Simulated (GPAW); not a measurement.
# A carbon nanotube (4, 4); one C replaced by Al: transmission at several levels

Wanted: the zero-bias transmission of a carbon nanotube (4, 4); one C replaced by Al on a ladder of levels, with run times.

Calculated with GPAW 26.7.0; GPAW LCAO, PAW setups; Landauer transmission from Green's functions with principal layers (ASE), zero bias.

This is a report of a sequence of runs, with most program output left out.

## Step 1: Set-up

The cell holds 192 atoms: 191 C and 1 Al. Cell: a = 13.424 Å, b = 13.424 Å, c = 29.514 Å, α = 90.0°, β = 90.0°, γ = 90.0°. Regions: left lead, 80 atoms (80 C); channel, 32 atoms (31 C and 1 Al); right lead, 80 atoms (80 C). Vacuum lies along a and b. The structure is stacked along c, and the current runs across the ab planes.

## Step 2: Single-zeta polarised basis

The second zeta is dropped, the polarisation orbitals stay.

run.py reads:

```python
import json
import numpy as np
from ase import Atoms
from ase.transport.calculators import TransportCalculator
from gpaw import GPAW, FermiDirac
from gpaw.lcao.tools import get_lcao_hamiltonian
from scipy.linalg import eigh

# The junction with lead layers at both ends, along the third cell vector
device = Atoms(
    ['C', 'C', 'C', 'C', 'C', 'C', 'C', 'C', 'C', 'C', 'C', 'C', 'C', 'C', 'C', 'C', 'C', 'C', 'C', 'C', 'C', 'C', 'C', 'C', 'C', 'C', 'C', 'C', 'C', 'C', 'C', 'C', 'C', 'C', 'C', 'C', 'C', 'C', 'C', 'C', 'C', 'C', 'C', 'C', 'C', 'C', 'C', 'C', 'C', 'C', 'C', 'C', 'C', 'C', 'C', 'C', 'C', 'C', 'C', 'C', 'C', 'C', 'C', 'C', 'C', 'C', 'C', 'C', 'C', 'C', 'C', 'C', 'C', 'C', 'C', 'C', 'C', 'C', 'C', 'C', 'C', 'C', 'C', 'C', 'C', 'C', 'C', 'C', 'C', 'C', 'C', 'C', 'C', 'C', 'C', 'C', 'Al', 'C', 'C', 'C', 'C', 'C', 'C', 'C', 'C', 'C', 'C', 'C', 'C', 'C', 'C', 'C', 'C', 'C', 'C', 'C', 'C', 'C', 'C', 'C', 'C', 'C', 'C', 'C', 'C', 'C', 'C', 'C', 'C', 'C', 'C', 'C', 'C', 'C', 'C', 'C', 'C', 'C', 'C', 'C', 'C', 'C', 'C', 'C', 'C', 'C', 'C', 'C', 'C', 'C', 'C', 'C', 'C', 'C', 'C', 'C', 'C', 'C', 'C', 'C', 'C', 'C', 'C', 'C', 'C', 'C', 'C', 'C', 'C', 'C', 'C', 'C', 'C', 'C', 'C', 'C', 'C', 'C', 'C', 'C', 'C', 'C', 'C', 'C', 'C', 'C', 'C', 'C', 'C', 'C', 'C', 'C'],
    positions=[
        [4.00000, 6.71200, 0.61488],
        [4.36334, 5.35600, 0.61488],
        [5.35600, 9.06066, 0.61488],
        [6.71200, 9.42400, 0.61488],
        [6.71200, 4.00000, 0.61488],
        [8.06800, 4.36334, 0.61488],
        [9.06066, 8.06800, 0.61488],
        [9.42400, 6.71200, 0.61488],
        [4.09241, 7.41392, 1.84463],
        [4.79433, 8.62967, 1.84463],
        [4.79433, 4.79433, 1.84463],
        [6.01008, 4.09241, 1.84463],
        [7.41392, 9.33159, 1.84463],
        [8.62967, 8.62967, 1.84463],
        [8.62967, 4.79433, 1.84463],
        [9.33159, 6.01008, 1.84463],
        [4.00000, 6.71200, 3.07439],
        [4.36334, 5.35600, 3.07439],
        [5.35600, 9.06066, 3.07439],
        [6.71200, 9.42400, 3.07439],
        [6.71200, 4.00000, 3.07439],
        [8.06800, 4.36334, 3.07439],
        [9.06066, 8.06800, 3.07439],
        [9.42400, 6.71200, 3.07439],
        [4.09241, 7.41392, 4.30415],
        [4.79433, 8.62967, 4.30415],
        [4.79433, 4.79433, 4.30415],
        [6.01008, 4.09241, 4.30415],
        [7.41392, 9.33159, 4.30415],
        [8.62967, 8.62967, 4.30415],
[... 156 atom lines left out ...]
        [4.79433, 4.79433, 28.89927],
        [6.01008, 4.09241, 28.89927],
        [7.41392, 9.33159, 28.89927],
        [8.62967, 8.62967, 28.89927],
        [8.62967, 4.79433, 28.89927],
        [9.33159, 6.01008, 28.89927]],
    cell=[[13.424, 0.0, 0.0], [0.0, 13.424, 0.0], [0.0, 0.0, 29.51415]],
    pbc=True)

# One principal layer of the lead: the first 48 atoms of the device
lead = Atoms(
    ['C', 'C', 'C', 'C', 'C', 'C', 'C', 'C', 'C', 'C', 'C', 'C', 'C', 'C', 'C', 'C', 'C', 'C', 'C', 'C', 'C', 'C', 'C', 'C', 'C', 'C', 'C', 'C', 'C', 'C', 'C', 'C', 'C', 'C', 'C', 'C', 'C', 'C', 'C', 'C', 'C', 'C', 'C', 'C', 'C', 'C', 'C', 'C'],
    positions=[
        [4.00000, 6.71200, 0.61488],
        [4.36334, 5.35600, 0.61488],
        [5.35600, 9.06066, 0.61488],
        [6.71200, 9.42400, 0.61488],
        [6.71200, 4.00000, 0.61488],
        [8.06800, 4.36334, 0.61488],
        [9.06066, 8.06800, 0.61488],
        [9.42400, 6.71200, 0.61488],
        [4.09241, 7.41392, 1.84463],
        [4.79433, 8.62967, 1.84463],
        [4.79433, 4.79433, 1.84463],
        [6.01008, 4.09241, 1.84463],
        [7.41392, 9.33159, 1.84463],
        [8.62967, 8.62967, 1.84463],
        [8.62967, 4.79433, 1.84463],
        [9.33159, 6.01008, 1.84463],
        [4.00000, 6.71200, 3.07439],
        [4.36334, 5.35600, 3.07439],
        [5.35600, 9.06066, 3.07439],
        [6.71200, 9.42400, 3.07439],
        [6.71200, 4.00000, 3.07439],
        [8.06800, 4.36334, 3.07439],
        [9.06066, 8.06800, 3.07439],
        [9.42400, 6.71200, 3.07439],
        [4.09241, 7.41392, 4.30415],
        [4.79433, 8.62967, 4.30415],
        [4.79433, 4.79433, 4.30415],
        [6.01008, 4.09241, 4.30415],
        [7.41392, 9.33159, 4.30415],
        [8.62967, 8.62967, 4.30415],
        [8.62967, 4.79433, 4.30415],
        [9.33159, 6.01008, 4.30415],
        [4.00000, 6.71200, 5.53390],
        [4.36334, 5.35600, 5.53390],
        [5.35600, 9.06066, 5.53390],
        [6.71200, 9.42400, 5.53390],
        [6.71200, 4.00000, 5.53390],
        [8.06800, 4.36334, 5.53390],
        [9.06066, 8.06800, 5.53390],
        [9.42400, 6.71200, 5.53390],
        [4.09241, 7.41392, 6.76366],
        [4.79433, 8.62967, 6.76366],
        [4.79433, 4.79433, 6.76366],
        [6.01008, 4.09241, 6.76366],
        [7.41392, 9.33159, 6.76366],
        [8.62967, 8.62967, 6.76366],
        [8.62967, 4.79433, 6.76366],
        [9.33159, 6.01008, 6.76366]],
    cell=[[13.424, 0.0, 0.0], [0.0, 13.424, 0.0], [0.0, 0.0, 7.37854]],
    pbc=True)

settings = dict(mode='lcao', basis='szp(dzp)', xc='PBE', h=0.2,
                occupations=FermiDirac(0.1), maxiter=250,
                mixer=dict(beta=0.1, nmaxold=8, weight=100.0),
                convergence=dict(density=0.0001))
energies = np.arange(-2, 2 + 1e-9, 0.05)
eta = 0.0001
n1, n2 = 1, 1
# k and -k transmit alike, so half of the mesh across the current serves
mesh = [(i, j) for i in range(n1) for j in range(n2) if (i, j) <= (-i % n1, -j % n2)]
weights = np.array([1 if (i, j) == (-i % n1, -j % n2) else 2 for i, j in mesh]) / (n1 * n2)

# [... helper functions left out ...]
fermi_lead = ground_state(lead, (1, 1, 15), 'lead.txt')
fermi_device = ground_state(device, (1, 1, 3), 'device.txt')
# [... loop over the mesh left out, but for ...]
        # Shift the lead onto the potential of the device's first layer
        shift = ((H[:, 0, 0] - H0[:, 0, 0]) / S0[0, 0]).real.mean()
# [...]
kT = 8.617333e-5 * 300
bias = [0.1, 0.2, 0.5, 1.0, 1.5, 2.0]
# [... integrals and printing left out ...]
```

On the command line:

```sh
$ OMP_NUM_THREADS=1 OPENBLAS_NUM_THREADS=1 python run.py
```

The job ended after 27 min (1 thread of Intel Xeon Platinum 8488C (Sapphire Rapids), shared host; peak memory 3.5 GiB).

Numbers from this step:

| Item | Value |
| --- | --- |
| conductance | 1.741 G₀ |
| thermopower | -2.032 μV/K |
| largest coupling past the next principal layer | 5.35e-15 eV |
| largest misfit of the first principal layer | 0.02743 eV |
| shift that aligns the lead | 0.01046 eV |
| basis functions of the junction | 1728 |
| basis functions of a principal layer | 432 |
| transmission at the Fermi level (one spin) | 1.743 |

One spin. Table of transmission, zone mean by energy, zero at the Fermi level:

```csv
energy (eV),"transmission, zone mean"
-2.00,4.12
-1.90,3.82
-1.85,3.52
-1.70,0.975
-1.60,0.998
-1.45,1.40
-1.30,1.20
-1.15,1.07
-1.05,1.01
-0.90,1.00
-0.75,1.09
-0.60,1.24
-0.50,1.35
-0.35,1.50
-0.20,1.62
-0.05,1.72
0.00,1.74
0.05,1.77
0.20,1.82
0.35,1.86
0.50,1.89
0.60,1.91
0.75,1.93
0.90,1.95
1.05,3.09
1.15,3.68
1.30,5.66
1.45,6.42
1.55,6.66
1.60,5.92
1.70,6.51
1.85,5.80
2.00,5.91
```

Not self-consistent under bias; the bias window is split evenly. Current through one cell, from the zero-bias transmission against bias:

```csv
bias (V),"current through one cell, from the zero-bias transmission (μA)"
0.100,13.5
0.200,27.0
0.500,67.0
1.000,132
1.500,192
2.000,252
```

Transmission of the three most open eigenchannels against energy, zero at the Fermi level:

```csv
energy (eV),channel 1,channel 2,channel 3
-2.000,0.999,0.998,0.910
-1.800,0.996,0.711,0.700
-1.600,0.935,0.0633,1.9e-9
-1.400,0.934,0.401,5.3e-12
-1.200,0.987,0.120,0
-1.000,0.995,0.00491,6.7e-12
-0.800,0.997,0.0530,0
-0.600,0.998,0.241,0
-0.400,0.998,0.454,0
-0.200,0.999,0.625,0
0.000,0.999,0.744,0
0.200,0.999,0.822,0
0.400,0.999,0.871,0
0.600,0.999,0.908,1.4e-12
0.800,0.999,0.938,8.5e-11
1.000,0.998,0.970,0.408
1.200,0.997,0.995,0.956
1.400,0.997,0.996,0.992
1.600,0.998,0.994,0.983
1.800,0.998,0.996,0.983
2.000,0.998,0.997,0.990
```

Couplings past the next layer reach 5.3e-15 eV, small enough to drop; the matrix elements of the cell's first layer differ from the bulk lead's by up to 0.027 eV. That layer keeps its own values in the calculation, and only beyond it is the lead taken as perfect.

## Step 3: GPAW, sz, basis sz(dzp)

The minimal basis is the cheapest rung: no second zeta and no polarisation.

run.py, as its differences from that of step 2:

```diff
@@ -107,3 +107,3 @@
 
-settings = dict(mode='lcao', basis='szp(dzp)', xc='PBE', h=0.2,
+settings = dict(mode='lcao', basis='sz(dzp)', xc='PBE', h=0.2,
                 occupations=FermiDirac(0.1), maxiter=250,
```

Wall time 4.8 min (1 thread); peak memory 2.3 GiB.

This step gave:

```
conductance                                    : 1.721 G₀
thermopower                                    : -2.144 μV/K
largest coupling past the next principal layer : 3.36e-15 eV
largest misfit of the first principal layer    : 0.02561 eV
shift that aligns the lead                     : 0.006742 eV
basis functions of the junction                : 768
basis functions of a principal layer           : 192
transmission at the Fermi level (one spin)     : 1.722
```

One spin. Table of transmission, zone mean by energy, zero at the Fermi level:

energy (eV), transmission, zone mean and a bar from the least value:
```
    -2.00       3.81 #################
    -1.90       3.56 ################
    -1.80       1.79 ######
    -1.70       0.82 
    -1.55       1.39 ###
    -1.50       1.46 ####
    -1.45       1.43 ####
    -1.35       1.30 ###
    -1.25       1.18 ##
    -1.15       1.09 ##
    -1.05       1.02 #
    -0.90       1.00 #
    -0.80       1.04 #
    -0.70       1.12 ##
    -0.60       1.22 ##
    -0.50       1.32 ###
    -0.40       1.43 ###
    -0.25       1.56 ####
    -0.15       1.63 #####
    -0.05       1.70 #####
     0.00       1.72 #####
     0.05       1.75 #####
     0.15       1.79 ######
     0.25       1.82 ######
     0.40       1.86 ######
     0.50       1.88 ######
     0.60       1.89 ######
     0.70       1.91 ######
     0.80       1.92 ######
     0.90       1.93 ######
     1.05       1.95 ######
     1.15       1.96 #######
     1.25       1.97 #######
     1.35       1.98 #######
     1.45       4.39 #####################
     1.55       5.46 ###########################
     1.70       6.02 ##############################
     1.80       5.66 ############################
     1.85       5.95 ##############################
     1.90       5.59 ###########################
     2.00       5.65 ############################
```

Not self-consistent under bias; the bias window is split evenly. Table of current through one cell, from the zero-bias transmission by bias:

```csv
bias (V),"current through one cell, from the zero-bias transmission (μA)"
0.100,13.3
0.200,26.6
0.500,66.3
1.000,130
1.500,190
2.000,247
```

The transmission of the three most open eigenchannels by energy, zero at the Fermi level:

```csv
energy (eV),channel 1,channel 2,channel 3
-2.00,0.998,0.953,0.948
-1.85,0.999,0.706,0.691
-1.70,0.797,0.0250,4.5e-7
-1.60,0.864,0.320,2.9e-10
-1.45,0.905,0.528,4.7e-12
-1.30,0.976,0.263,0
-1.15,0.989,0.0978,0
-1.05,0.993,0.0292,0
-0.90,0.995,0.00305,3.5e-12
-0.75,0.997,0.0767,0
-0.60,0.997,0.218,0
-0.50,0.998,0.325,0
-0.35,0.998,0.476,0
-0.20,0.998,0.601,0
-0.05,0.998,0.698,0
0.00,0.998,0.724,0
0.05,0.998,0.748,0
0.20,0.998,0.805,0
0.35,0.999,0.847,0
0.50,0.999,0.878,0
0.60,0.999,0.894,0
0.75,0.999,0.915,0
0.90,0.999,0.932,0
1.05,0.999,0.948,2.3e-12
1.15,0.999,0.958,1.5e-11
1.30,0.999,0.973,1.5e-9
1.45,0.998,0.990,0.851
1.60,0.997,0.991,0.982
1.70,0.998,0.991,0.962
1.85,0.994,0.993,0.957
2.00,0.997,0.995,0.979
```

For the transmission at the Fermi level (one spin), step 2 gave 1.74; this run, with basis sz(dzp), gives 1.72.

## Step 4: LDA in the szp basis: xc = "LDA"

Back in the szp basis, the functional changes from PBE to LDA, to set the spread between functionals beside that between bases.

run.py, as its differences from that of step 3:

```diff
@@ -107,3 +107,3 @@
 
-settings = dict(mode='lcao', basis='sz(dzp)', xc='PBE', h=0.2,
+settings = dict(mode='lcao', basis='szp(dzp)', xc='LDA', h=0.2,
                 occupations=FermiDirac(0.1), maxiter=250,
```

It took 26 min on 1 thread; peak memory 3.5 GiB.

Numbers from this step:

| Property | Result |
| --- | --- |
| conductance | 1.746 G₀ |
| thermopower | -2.042 μV/K |
| largest coupling past the next principal layer | 3.24e-15 eV |
| largest misfit of the first principal layer | 0.02900 eV |
| shift that aligns the lead | 0.006859 eV |
| basis functions of the junction | 1728 |
| basis functions of a principal layer | 432 |
| transmission at the Fermi level (one spin) | 1.745 |

One spin. The transmission, zone mean by energy, zero at the Fermi level:

```csv
energy (eV),"transmission, zone mean"
-2.000,4.16
-1.800,3.29
-1.600,0.983
-1.400,1.37
-1.200,1.12
-1.000,1.00
-0.800,1.05
-0.600,1.24
-0.400,1.46
-0.200,1.63
0.000,1.75
0.200,1.83
0.400,1.88
0.600,1.91
0.800,1.94
1.000,2.40
1.200,4.50
1.400,6.25
1.500,6.57
1.600,5.99
1.800,5.78
2.000,5.92
```

The conductance, 1.75 G₀, lies 0.3 % above that of the szp run.

## Step 5: Cost and result by level

Times are for 1 thread of Intel Xeon Platinum 8488C (Sapphire Rapids), shared host. The series side by side:

```csv
no.,run,conductance (G₀),time,memory (GiB)
1,szp,1.741,27 min,3.5
2,sz,1.721,4.8 min,2.3
3,szp LDA,1.746,26 min,3.5
```

## Step 6: Comparison

The curves are compared point by point over the common energies.

This step: comparison of transmission and cost over codes and levels (GPAW 26.7.0).

Ladder, by row:

```csv
step,code,T at the Fermi level (sum over the listed spins),conductance (G0),r.m.s. T(E) from the first,wall time (s),peak memory (GiB),threads
szp,GPAW,1.743,1.741,0,1637,3.55,1
sz,GPAW,1.722,1.721,0.9606,286.2,2.3,1
szp-LDA,GPAW,1.745,1.746,0.1459,1585,3.54,1
```

Transmission, zone mean, sum over the listed spins against energy, zero at the Fermi level:

```csv
energy (eV),szp,sz,szp-LDA
-2.00,4.12,3.81,4.16
-1.90,3.82,3.56,3.32
-1.80,3.04,1.79,3.29
-1.70,0.975,0.822,0.990
-1.55,1.16,1.39,1.09
-1.45,1.40,1.43,1.43
-1.35,1.27,1.30,1.30
-1.25,1.15,1.18,1.17
-1.15,1.07,1.09,1.08
-1.05,1.01,1.02,1.02
-0.90,1.00,0.998,1.00
-0.80,1.05,1.04,1.05
-0.70,1.13,1.12,1.13
-0.60,1.24,1.22,1.24
-0.50,1.35,1.32,1.35
-0.40,1.45,1.43,1.46
-0.25,1.59,1.56,1.59
-0.15,1.66,1.63,1.66
-0.05,1.72,1.70,1.72
0.00,1.74,1.72,1.75
0.05,1.77,1.75,1.77
0.15,1.80,1.79,1.81
0.25,1.83,1.82,1.84
0.40,1.87,1.86,1.88
0.50,1.89,1.88,1.89
0.60,1.91,1.89,1.91
0.70,1.92,1.91,1.92
0.80,1.94,1.92,1.94
0.90,1.95,1.93,1.95
1.05,3.09,1.95,2.96
1.15,3.68,1.96,3.65
1.25,5.17,1.97,5.21
1.35,6.00,1.98,6.01
1.45,6.42,4.39,6.43
1.55,6.66,5.46,6.31
1.70,6.51,6.02,6.30
1.80,5.79,5.66,5.78
1.90,5.84,5.59,5.85
2.00,5.91,5.65,5.92
```

(Part 1 of 2 ends here.)

[Logs are printed without paths, hosts, clocks, repeated set-up lines and the standing remarks that a program may print on its own settings, such as how far it seeks lower states.]

[Hosts, paths, dates, database ids (printed as entryN), source tags and the programs' standing remarks are cut or masked in the printed files.]
